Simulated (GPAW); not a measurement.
# STM contrast on N/Cu(110)

Aim: Tersoff-Hamann images of N/Cu(110) at several biases.

Program: GPAW 26.7.0. Level of theory: GPAW, PAW setups; slab in vacuum, relaxation, in the first sound run; inputs show where later runs differ. Results are calculated unless marked as measured.

**1. The structure**

The cell holds 6 atoms: 5 Cu and 1 N. Cell: a = 3.610 Å, b = 2.553 Å, c = 20.034 Å, α = 90.0°, β = 90.0°, γ = 90.0°. Vacuum lies along c.

Coordinates:

```cif
data_structure
_symmetry_space_group_name_H-M 'P 1'
_symmetry_Int_Tables_number 1
_cell_length_a 3.6100
_cell_length_b 2.5527
_cell_length_c 20.0342
_cell_angle_alpha 90.000
_cell_angle_beta 90.000
_cell_angle_gamma 90.000
_cell_volume 184.62
loop_
_atom_site_label
_atom_site_type_symbol
_atom_site_fract_x
_atom_site_fract_y
_atom_site_fract_z
_atom_site_occupancy
Cu1 Cu 0.00000 0.00000 0.34940 1
Cu2 Cu 0.50000 0.50000 0.41311 1
Cu3 Cu 0.00000 0.00000 0.47682 1
Cu4 Cu 0.50000 0.50000 0.54052 1
Cu5 Cu 0.00000 0.00000 0.60423 1
N6 N 0.50000 0.00000 0.65060 1
```

**2. Relaxing the atoms**

Forces are removed first; all later runs use this geometry. The lowest 3 atoms are held at bulk positions and keep their forces.

run.py

```python
import json
import numpy as np
from ase import Atoms
from ase.constraints import FixAtoms
from ase.optimize import BFGS
from gpaw import GPAW, PW

slab = Atoms(
    ['Cu', 'Cu', 'Cu', 'Cu', 'Cu', 'N'],
    positions=[
        [0.00000, 0.00000, 7.00000],
        [1.80500, 1.27633, 8.27633],
        [0.00000, 0.00000, 9.55266],
        [1.80500, 1.27633, 10.82898],
        [0.00000, 0.00000, 12.10531],
        [1.80500, 0.00000, 13.03422]],
    cell=[[3.61, 0.0, 0.0], [0.0, 2.55266, 0.0], [0.0, 0.0, 20.03422]],
    pbc=[True, True, False])

slab.calc = GPAW(mode=PW(500), xc='PBE', kpts={'size': (9, 12, 1), 'gamma': True},
                 occupations={'name': 'fermi-dirac', 'width': 0.1}, nbands='160%',
                 convergence={'density': 1e-05}, maxiter=200,
                 poissonsolver={'dipolelayer': 'xy'},
                 symmetry={'tolerance': 1e-3, 'extra_ids': [1, 1, 1, 0, 0, 0]}, txt='slab.txt')
result = {}
slab.set_constraint(FixAtoms([0, 1, 2]))
path = []
opt = BFGS(slab, maxstep=0.2)
opt.attach(lambda: path.append((slab.get_potential_energy(), slab.positions.tolist(), slab.get_forces().tolist())))
result['relaxed'] = bool(opt.run(fmax=0.03, steps=40))
result['path'] = path
energy = slab.get_potential_energy()
fermi = slab.calc.get_fermi_level()
v = slab.calc.get_electrostatic_potential().mean((0, 1)) - fermi
n = slab.calc.get_pseudo_density().mean((0, 1))
L = slab.cell[2, 2]
z = np.arange(len(v)) * L / len(v)
low, high = slab.positions[:, 2].min(), slab.positions[:, 2].max()
below, above = np.interp([low - 4.8, high + 4.8], z, v)
slopes = [np.interp(x, z, np.gradient(v, z)) for x in (low - 4.8, high + 4.8)]
eps = np.array([[slab.calc.get_eigenvalues(k, s) for k in range(len(slab.calc.get_ibz_k_points()))]
                for s in range(slab.calc.get_number_of_spins())]) - fermi
top, bottom = eps[eps < 0].max(), eps[eps > 0].min()
dipole = slab.get_dipole_moment()[2]
print(f'energy {energy:.4f} eV, Fermi level {fermi:.4f} eV, dipole {dipole:.5f} e A')
print(f'potential 4.8 A off the faces, from the Fermi level: lower {below:.4f} eV, upper {above:.4f} eV')
print(f'slope of the potential there: lower {slopes[0]:.5f}, upper {slopes[1]:.5f} eV/A')
print(f'nearest levels on the mesh: {top:.4f} and {bottom:.4f} eV')
print('magnetic moment', round(slab.get_magnetic_moment(), 3))
result.update(energy=energy, fermi=fermi, dipole=dipole, below=below, above=above, slopes=slopes, edges=[top, bottom],
              z=z.tolist(), v=v.tolist(), n=n.tolist(), positions=slab.positions.tolist(),
              forces=slab.get_forces(apply_constraint=False).tolist(), moments=slab.get_magnetic_moments().tolist())
json.dump(result, open('result.json', 'w'))
```

Launch:

```console
OMP_NUM_THREADS=1 OPENBLAS_NUM_THREADS=1 python run.py
```

Log:

```text
Step          Energy          fmax
BFGS:    0      -21.890721        2.291326
BFGS:    1      -22.018293        2.154626
BFGS:    2      -22.607193        1.502227
BFGS:    3      -22.910015        0.664958
BFGS:    4      -22.956954        0.481437
BFGS:    5      -22.960087        0.387547
BFGS:    6      -22.973892        0.158838
BFGS:    7      -22.981998        0.104368
BFGS:    8      -22.982501        0.021935
energy -22.9469 eV, Fermi level -0.0861 eV, dipole -0.03808 e A
potential 4.8 A off the faces, from the Fermi level: lower 4.2886 eV, upper 5.0287 eV
slope of the potential there: lower -0.00096, upper -0.00034 eV/A
nearest levels on the mesh: -0.0059 and 0.0465 eV
magnetic moment 0.0
```

The job ended after 24 min (1 thread of Arm Neoverse V2, shared host; peak memory 0.35 GiB).

The steps of the relaxation:

```tsv
step	energy less that of the first step (eV)	largest force (eV/Å)
1	0.0000	2.2913
2	-0.1278	2.1546
3	-0.7232	1.5022
4	-1.0294	0.6650
5	-1.0770	0.4814
6	-1.0798	0.3875
7	-1.0927	0.1588
8	-1.1014	0.1044
9	-1.1020	0.0219
```

The atoms that moved most (Å):

```tsv
atom	dx	dy	dz	length
N6	0.000	0.000	-0.620	0.620
Cu5	0.000	0.000	0.510	0.510
Cu4	0.000	0.000	0.077	0.077
```

Final coordinates:

```xyz
6
Lattice="3.6100 0.0000 0.0000 0.0000 2.5527 0.0000 0.0000 0.0000 20.0342" Properties=species:S:1:pos:R:3
Cu    0.0000    0.0000    7.0000
Cu    1.8050    1.2763    8.2763
Cu    0.0000    0.0000    9.5527
Cu    1.8050    1.2763   10.9059
Cu    0.0000    0.0000   12.6148
N     1.8050    0.0000   12.4140
```

Numbers from this step:

| Item | Value |
| --- | --- |
| dipole along the normal | -0.03808 e·Å |
| levels nearest the Fermi level on the mesh | -0.005921, 0.04647 eV from the Fermi level |
| upper work function | 5.029 eV |
| lower work function | 4.289 eV |

The electrostatic potential energy of an electron (without an applied field's), less the Fermi level, planar mean oscillates, so the rows of the table below give means over windows of 1.34 Å about each position, cut where the curve ends. Its maxima inside the range that stand out by 2 % of the span (Å: eV): 7.6: -5.01, 8.9: -5.27, 10.2: -4.48, 11.6: -2.07. Its minima: 7.1: -10.4, 8.3: -11.1, 9.5: -11.0, 10.9: -11.1, 12.5: -20.9.

Electrostatic potential energy of an electron (without an applied field's), less the Fermi level, planar mean against z; means over each step:

z (Å), electrostatic potential energy of an electron (without an applied field's), less the Fermi level, planar mean (eV) and a bar from the least value:
```
     0.67        4.3 #############################
     2.01        4.3 #############################
     3.35        4.3 #############################
     4.69        4.2 ############################
     6.03        1.0 ######################
     7.37       -7.7 ######
     8.71       -8.1 #####
    10.05       -7.6 ######
    11.39       -6.2 #########
    12.73      -11.0 
    14.07        4.1 ############################
    15.41        5.0 ##############################
    16.75        5.0 ##############################
    18.09        5.0 ##############################
    19.43        5.0 ##############################
```

Table of pseudo valence density, planar mean by z:

z (Å), pseudo valence density, planar mean (e/Å³) and a bar from the least value:
```
     0.00       0.00 
     0.57       0.00 
     1.14       0.00 
     1.53       0.00 
     2.10       0.00 
     2.67       0.00 
     3.24       0.00 
     3.82       0.00 
     4.20       0.00 
     4.77       0.00 
     5.34       0.01 
     5.91       0.06 #
     6.49       0.35 #######
     7.06       1.50 ############################
     7.44       0.59 ###########
     8.01       1.02 ###################
     8.59       0.88 #################
     9.16       0.68 #############
     9.73       1.26 ########################
    10.11       0.44 ########
    10.68       1.11 #####################
    11.26       0.71 #############
    11.83       0.44 ########
    12.40       1.58 ##############################
    12.78       1.57 ##############################
    13.36       0.22 ####
    13.93       0.04 #
    14.50       0.01 
    15.07       0.00 
    15.65       0.00 
    16.03       0.00 
    16.60       0.00 
    17.17       0.00 
    17.74       0.00 
    18.32       0.00 
    18.70       0.00 
    19.27       0.00 
    19.84       0.00
```

The relaxation lowered the energy of the cell by 1.10 eV (energies extrapolated to zero smearing; the optimiser's log prints free energies). The largest force left on a free atom is 0.022 eV/Å.

**3. Plane waves, PBE**

With the geometry fixed, the planar mean of the potential gives the vacuum level on each side.

This step: GPAW, PAW setups; slab in vacuum (GPAW 26.7.0).

run.py, as its differences from that of step 2:

```diff
@@ -3,4 +3,3 @@
 from ase import Atoms
-from ase.constraints import FixAtoms
-from ase.optimize import BFGS
+from ase.dft.stm import STM
 from gpaw import GPAW, PW
@@ -13,5 +12,5 @@
         [0.00000, 0.00000, 9.55266],
-        [1.80500, 1.27633, 10.82898],
-        [0.00000, 0.00000, 12.10531],
-        [1.80500, 0.00000, 13.03422]],
+        [1.80500, 1.27633, 10.90591],
+        [0.00000, -0.00000, 12.61483],
+        [1.80500, -0.00000, 12.41402]],
     cell=[[3.61, 0.0, 0.0], [0.0, 2.55266, 0.0], [0.0, 0.0, 20.03422]],
@@ -23,10 +22,4 @@
                  poissonsolver={'dipolelayer': 'xy'},
-                 symmetry={'tolerance': 1e-3, 'extra_ids': [1, 1, 1, 0, 0, 0]}, txt='slab.txt')
+                 symmetry={'tolerance': 1e-3}, txt='slab.txt')
 result = {}
-slab.set_constraint(FixAtoms([0, 1, 2]))
-path = []
-opt = BFGS(slab, maxstep=0.2)
-opt.attach(lambda: path.append((slab.get_potential_energy(), slab.positions.tolist(), slab.get_forces().tolist())))
-result['relaxed'] = bool(opt.run(fmax=0.03, steps=40))
-result['path'] = path
 energy = slab.get_potential_energy()
@@ -52,2 +45,16 @@
               forces=slab.get_forces(apply_constraint=False).tolist(), moments=slab.get_magnetic_moments().tolist())
+
+# Images need the states of the whole zone, up to time reversal
+slab.calc = slab.calc.fixed_density(symmetry={'point_group': False}, txt='states.txt', nbands='250%',
+                                    convergence={'bands': 'CBM+1.3'})
+stm = STM(slab)
+result['stm'] = []
+for bias in [-1.0, 1.0]:
+    height = high + 3.0
+    current = stm.get_averaged_current(bias, height)
+    x, y, h = stm.scan(bias, current)
+    i, f = divmod(height / L * stm.ldos.shape[2], 1)
+    I = abs((1 - f) * stm.ldos[:, :, int(i)] + f * stm.ldos[:, :, int(i) + 1])
+    print(f'bias {bias} V: mean current at 3.0 A {current:.4e}, corrugation {np.ptp(h):.4f} A')
+    result['stm'].append(dict(bias=bias, current=current, h=(h - high).tolist(), I=I.tolist()))
 json.dump(result, open('result.json', 'w'))
```

Log:

```text
energy -22.9469 eV, Fermi level -0.0860 eV, dipole -0.03818 e A
potential 4.8 A off the faces, from the Fermi level: lower 4.2884 eV, upper 5.0287 eV
slope of the potential there: lower -0.00087, upper -0.00036 eV/A
nearest levels on the mesh: -0.0059 and 0.0464 eV
magnetic moment 0.0
bias -1.0 V: mean current at 3.0 A 3.1939e-05, corrugation 0.3496 A
bias 1.0 V: mean current at 3.0 A 3.6741e-05, corrugation 0.3888 A
```

It took 6.8 min on 1 thread; peak memory 0.77 GiB.

This step gave:

| Quantity | Value |
| --- | --- |
| dipole along the normal | -0.03818 e·Å |
| levels nearest the Fermi level on the mesh | -0.005936, 0.04644 eV from the Fermi level |
| lower work function | 4.288 eV |
| corrugation -1 | 0.3496 Å |
| corrugation 1 | 0.3888 Å |

The electrostatic potential energy of an electron (without an applied field's), less the Fermi level, planar mean oscillates, so the rows of the table below give means over windows of 1.34 Å about each position, cut where the curve ends. Its maxima inside the range that stand out by 2 % of the span (Å: eV): 7.6: -5.01, 8.9: -5.27, 10.2: -4.48, 11.6: -2.07. Its minima: 7.1: -10.4, 8.3: -11.1, 9.5: -11.0, 10.9: -11.1, 12.5: -20.9.

Table of electrostatic potential energy of an electron (without an applied field's), less the Fermi level, planar mean by z; means over each step:

z (Å), electrostatic potential energy of an electron (without an applied field's), less the Fermi level, planar mean (eV) and a bar from the least value:
```
     0.67        4.3 #############################
     2.01        4.3 #############################
     3.35        4.3 #############################
     4.69        4.2 ############################
     6.03        1.0 ######################
     7.37       -7.7 ######
     8.71       -8.1 #####
    10.05       -7.6 ######
    11.39       -6.2 #########
    12.73      -11.0 
    14.07        4.1 ############################
    15.41        5.0 ##############################
    16.75        5.0 ##############################
    18.09        5.0 ##############################
    19.43        5.0 ##############################
```

The pseudo valence density, planar mean oscillates, so the rows of the table below give means over windows of 0.5 Å about each position, cut where the curve ends. Its maxima inside the range that stand out by 2 % of the span (Å: e/Å³): 7.06: 1.50, 8.20: 1.51, 9.54: 1.56, 10.88: 1.52, 12.59: 1.95. Its minima: 7.63: 0.459, 8.97: 0.467, 10.30: 0.415, 11.64: 0.359.

The pseudo valence density, planar mean by z; means over each step:

```tsv
z (Å)	pseudo valence density, planar mean (e/Å³)
3.5	1.3e-4
4.0	4.7e-4
4.5	0.00164
5.0	0.00606
5.5	0.0214
6.0	0.0871
6.5	0.479
7.0	1.28
7.5	0.636
8.0	0.996
8.5	1.09
9.0	0.616
9.5	1.29
10.0	0.680
10.5	0.740
11.0	1.23
11.5	0.463
12.0	0.695
12.5	1.62
13.0	0.878
13.5	0.167
14.0	0.0327
14.5	0.00784
15.0	0.00188
15.5	4.5e-4
16.0	1.1e-4
```

Tip height over the top atom over a1 and a2. Sample bias -1 V, constant current at the mean current 3.0 Å over the top atom.

Values in Å, 14 rows by 16 columns, each cell a mean:
```
3.15 3.13 3.10 3.05 3.03 3.01 2.99 2.98 2.97 2.98 2.99 3.01 3.03 3.06 3.11 3.14
3.13 3.12 3.09 3.05 3.02 3.00 2.97 2.96 2.95 2.96 2.98 3.00 3.03 3.06 3.10 3.12
3.10 3.09 3.06 3.03 3.00 2.98 2.95 2.94 2.93 2.94 2.95 2.98 3.01 3.03 3.07 3.10
3.09 3.07 3.04 3.00 2.98 2.95 2.92 2.91 2.90 2.91 2.93 2.96 2.98 3.01 3.04 3.08
3.06 3.04 3.02 2.98 2.95 2.92 2.89 2.87 2.86 2.87 2.89 2.92 2.96 2.99 3.02 3.05
3.02 3.02 3.01 2.97 2.92 2.88 2.85 2.83 2.82 2.83 2.85 2.88 2.94 2.98 3.01 3.02
3.00 3.01 3.01 2.98 2.91 2.86 2.83 2.82 2.81 2.82 2.83 2.86 2.93 2.98 3.01 3.01
3.02 3.02 3.01 2.97 2.92 2.88 2.85 2.83 2.82 2.83 2.85 2.88 2.94 2.98 3.01 3.02
3.06 3.04 3.02 2.98 2.95 2.92 2.89 2.87 2.86 2.87 2.89 2.92 2.96 2.99 3.02 3.05
3.09 3.07 3.04 3.00 2.98 2.95 2.92 2.91 2.90 2.91 2.93 2.96 2.98 3.01 3.04 3.08
3.10 3.09 3.06 3.03 3.00 2.98 2.95 2.94 2.93 2.94 2.95 2.98 3.01 3.03 3.07 3.10
3.13 3.12 3.09 3.05 3.02 3.00 2.97 2.96 2.95 2.96 2.98 3.00 3.03 3.06 3.10 3.12
3.15 3.13 3.10 3.05 3.03 3.01 2.99 2.98 2.97 2.98 2.99 3.01 3.03 3.06 3.11 3.14
3.16 3.14 3.10 3.05 3.03 3.01 3.00 2.98 2.98 2.98 3.00 3.02 3.03 3.06 3.11 3.14
```
Columns: a1 from 0 to 0.95; rows upwards: a2 from 0 to 0.929.

Local density of states summed over the bias window over a1 and a2. Sample bias -1 V, constant height 3.0 Å over the top atom.

Values in units of 1e-5 arbitrary, 14 rows by 16 columns, each cell a mean:
```
4.9 4.7 4.2 3.8 3.6 3.3 3.1 3.0 2.9 3.0 3.1 3.3 3.6 3.9 4.3 4.7
4.6 4.4 4.1 3.7 3.4 3.1 2.9 2.8 2.8 2.8 3.0 3.2 3.5 3.8 4.1 4.5
4.3 4.1 3.8 3.5 3.2 2.9 2.7 2.6 2.6 2.6 2.8 3.0 3.3 3.6 3.9 4.2
4.1 3.9 3.6 3.2 2.9 2.7 2.5 2.4 2.4 2.4 2.5 2.7 3.0 3.3 3.6 3.9
3.8 3.6 3.4 3.0 2.7 2.4 2.2 2.1 2.1 2.1 2.3 2.5 2.8 3.1 3.4 3.7
3.4 3.4 3.3 3.0 2.6 2.3 2.1 1.9 1.9 2.0 2.1 2.3 2.7 3.1 3.3 3.4
3.2 3.3 3.3 3.0 2.6 2.2 2.0 1.9 1.9 1.9 2.0 2.3 2.7 3.1 3.3 3.3
3.4 3.4 3.3 3.0 2.6 2.3 2.1 1.9 1.9 2.0 2.1 2.3 2.7 3.1 3.3 3.4
3.8 3.6 3.4 3.0 2.7 2.4 2.2 2.1 2.1 2.1 2.3 2.5 2.8 3.1 3.4 3.7
4.1 3.9 3.6 3.2 2.9 2.7 2.5 2.4 2.4 2.4 2.5 2.7 3.0 3.3 3.6 3.9
4.3 4.1 3.8 3.5 3.2 2.9 2.7 2.6 2.6 2.6 2.8 3.0 3.3 3.6 3.9 4.2
4.6 4.4 4.1 3.7 3.4 3.1 2.9 2.8 2.8 2.8 3.0 3.2 3.5 3.8 4.1 4.5
4.9 4.7 4.2 3.8 3.6 3.3 3.1 3.0 2.9 3.0 3.1 3.3 3.6 3.9 4.3 4.7
5.1 4.7 4.2 3.8 3.6 3.4 3.2 3.0 3.0 3.1 3.2 3.4 3.7 3.9 4.3 4.8
```
Columns: a1 from 0 to 0.95; rows upwards: a2 from 0 to 0.929.

Tip height over the top atom over a1 and a2. Sample bias 1 V, constant current at the mean current 3.0 Å over the top atom.

Ten even steps from '0' (2.78 Å) to '9' (3.17 Å):
```
99987653211123567899
99986543211123456899
99876543211123456789
99876542100012456789
88876542100012456788
88876531100011356788
88876431100011346788
88876531100011356788
88876542100012456788
99876542100012456789
99876543211123456789
99986543211123456899
99987653211123567899
99987653111113567899
```
Columns: a1 from 0 to 0.95; rows upwards: a2 from 0 to 0.929.

Local density of states summed over the bias window over a1 and a2. Sample bias 1 V, constant height 3.0 Å over the top atom.

Ten even steps from '0' (2.02 × 1e-5 arbitrary) to '9' (5.61 × 1e-5 arbitrary):
```
99876532111112356789
99875432111112345789
99765432110112345679
88765432110112345678
87765431100011345677
77765321000001235677
77765321000001235677
77765321000001235677
87765431100011345677
88765432110112345678
99765432110112345679
99875432111112345789
99876532111112356789
99876532111112356789
```
Columns: a1 from 0 to 0.95; rows upwards: a2 from 0 to 0.929.

Force by atom:

```tsv
atom	x (eV/Å)	y (eV/Å)	z (eV/Å)	size
Cu1	0.000	0.000	0.246	0.246
Cu2	0.000	0.000	-0.183	0.183
Cu3	0.000	0.000	-0.105	0.105
Cu4	0.000	0.000	0.021	0.021
Cu5	0.000	0.000	0.008	0.008
N6	0.000	0.000	-0.021	0.021
```

The potential is flat to 8.7e-4 eV/Å where it is read, so the vacuum is wide enough.

**4. A changed run**

One more run, with changed settings.

run.py, as its differences from that of step 3:

```diff
@@ -3,3 +3,2 @@
 from ase import Atoms
-from ase.dft.stm import STM
 from gpaw import GPAW, PW
@@ -19,4 +18,4 @@
 slab.calc = GPAW(mode=PW(500), xc='PBE', kpts={'size': (9, 12, 1), 'gamma': True},
-                 occupations={'name': 'fermi-dirac', 'width': 0.1}, nbands='160%',
-                 convergence={'density': 1e-05}, maxiter=200,
+                 occupations={'name': 'fermi-dirac', 'width': 0.1}, nbands='80%',
+                 convergence={'density': 1e-05}, maxiter=75,
                  poissonsolver={'dipolelayer': 'xy'},
@@ -45,16 +44,2 @@
               forces=slab.get_forces(apply_constraint=False).tolist(), moments=slab.get_magnetic_moments().tolist())
-
-# Images need the states of the whole zone, up to time reversal
-slab.calc = slab.calc.fixed_density(symmetry={'point_group': False}, txt='states.txt', nbands='250%',
-                                    convergence={'bands': 'CBM+1.3'})
-stm = STM(slab)
-result['stm'] = []
-for bias in [-1.0, 1.0]:
-    height = high + 3.0
-    current = stm.get_averaged_current(bias, height)
-    x, y, h = stm.scan(bias, current)
-    i, f = divmod(height / L * stm.ldos.shape[2], 1)
-    I = abs((1 - f) * stm.ldos[:, :, int(i)] + f * stm.ldos[:, :, int(i) + 1])
-    print(f'bias {bias} V: mean current at 3.0 A {current:.4e}, corrugation {np.ptp(h):.4f} A')
-    result['stm'].append(dict(bias=bias, current=current, h=(h - high).tolist(), I=I.tolist()))
 json.dump(result, open('result.json', 'w'))
```

Log:

```text
ValueError: Too few bands!  Electrons: 60.0, bands: 80%
```

Wall time 0.62 s (1 thread); peak memory 0.1 GiB.

The program refused the input before any cycle.

The program's message: “ValueError: Too few bands! Electrons: 60.0, bands: 80%”

The change that led to it: nbands = "80 % of the filled bands".

**5. Outcome**

```json
{"work function, upper and lower face": "5.029 and 4.288 eV", "dipole along the normal": "-0.0382 e Å", "corrugation at -1 V": "0.350 Å", "corrugation at 1 V": "0.389 Å"}
```

In words: The tip height varies by 0.35 to 0.39 Å over the cell, much the same at every bias tried. Negative sample bias images filled states, positive bias empty ones. The two faces differ by 0.74 eV, the step that the slab's dipole makes (e p/(ε0 A) gives 0.75 eV), so the dipole layer is needed. The images are of Tersoff-Hamann type: an s-wave tip, no tip-sample forces, heights closer than in a microscope. The cell of 9.22 Å² holds one N, started on one chosen site; other sites and coverages weren't tried. The in-plane lattice was kept as typed, which isn't the functional's own and leaves some strain; spin-orbit coupling and temperature are left out.

[Logs are printed without paths, hosts, clocks, repeated set-up lines and the standing remarks that a program may print on its own settings, such as how far it seeks lower states.]

[Hosts, paths, dates, database ids (printed as entryN), source tags and the programs' standing remarks are cut or masked in the printed files.]
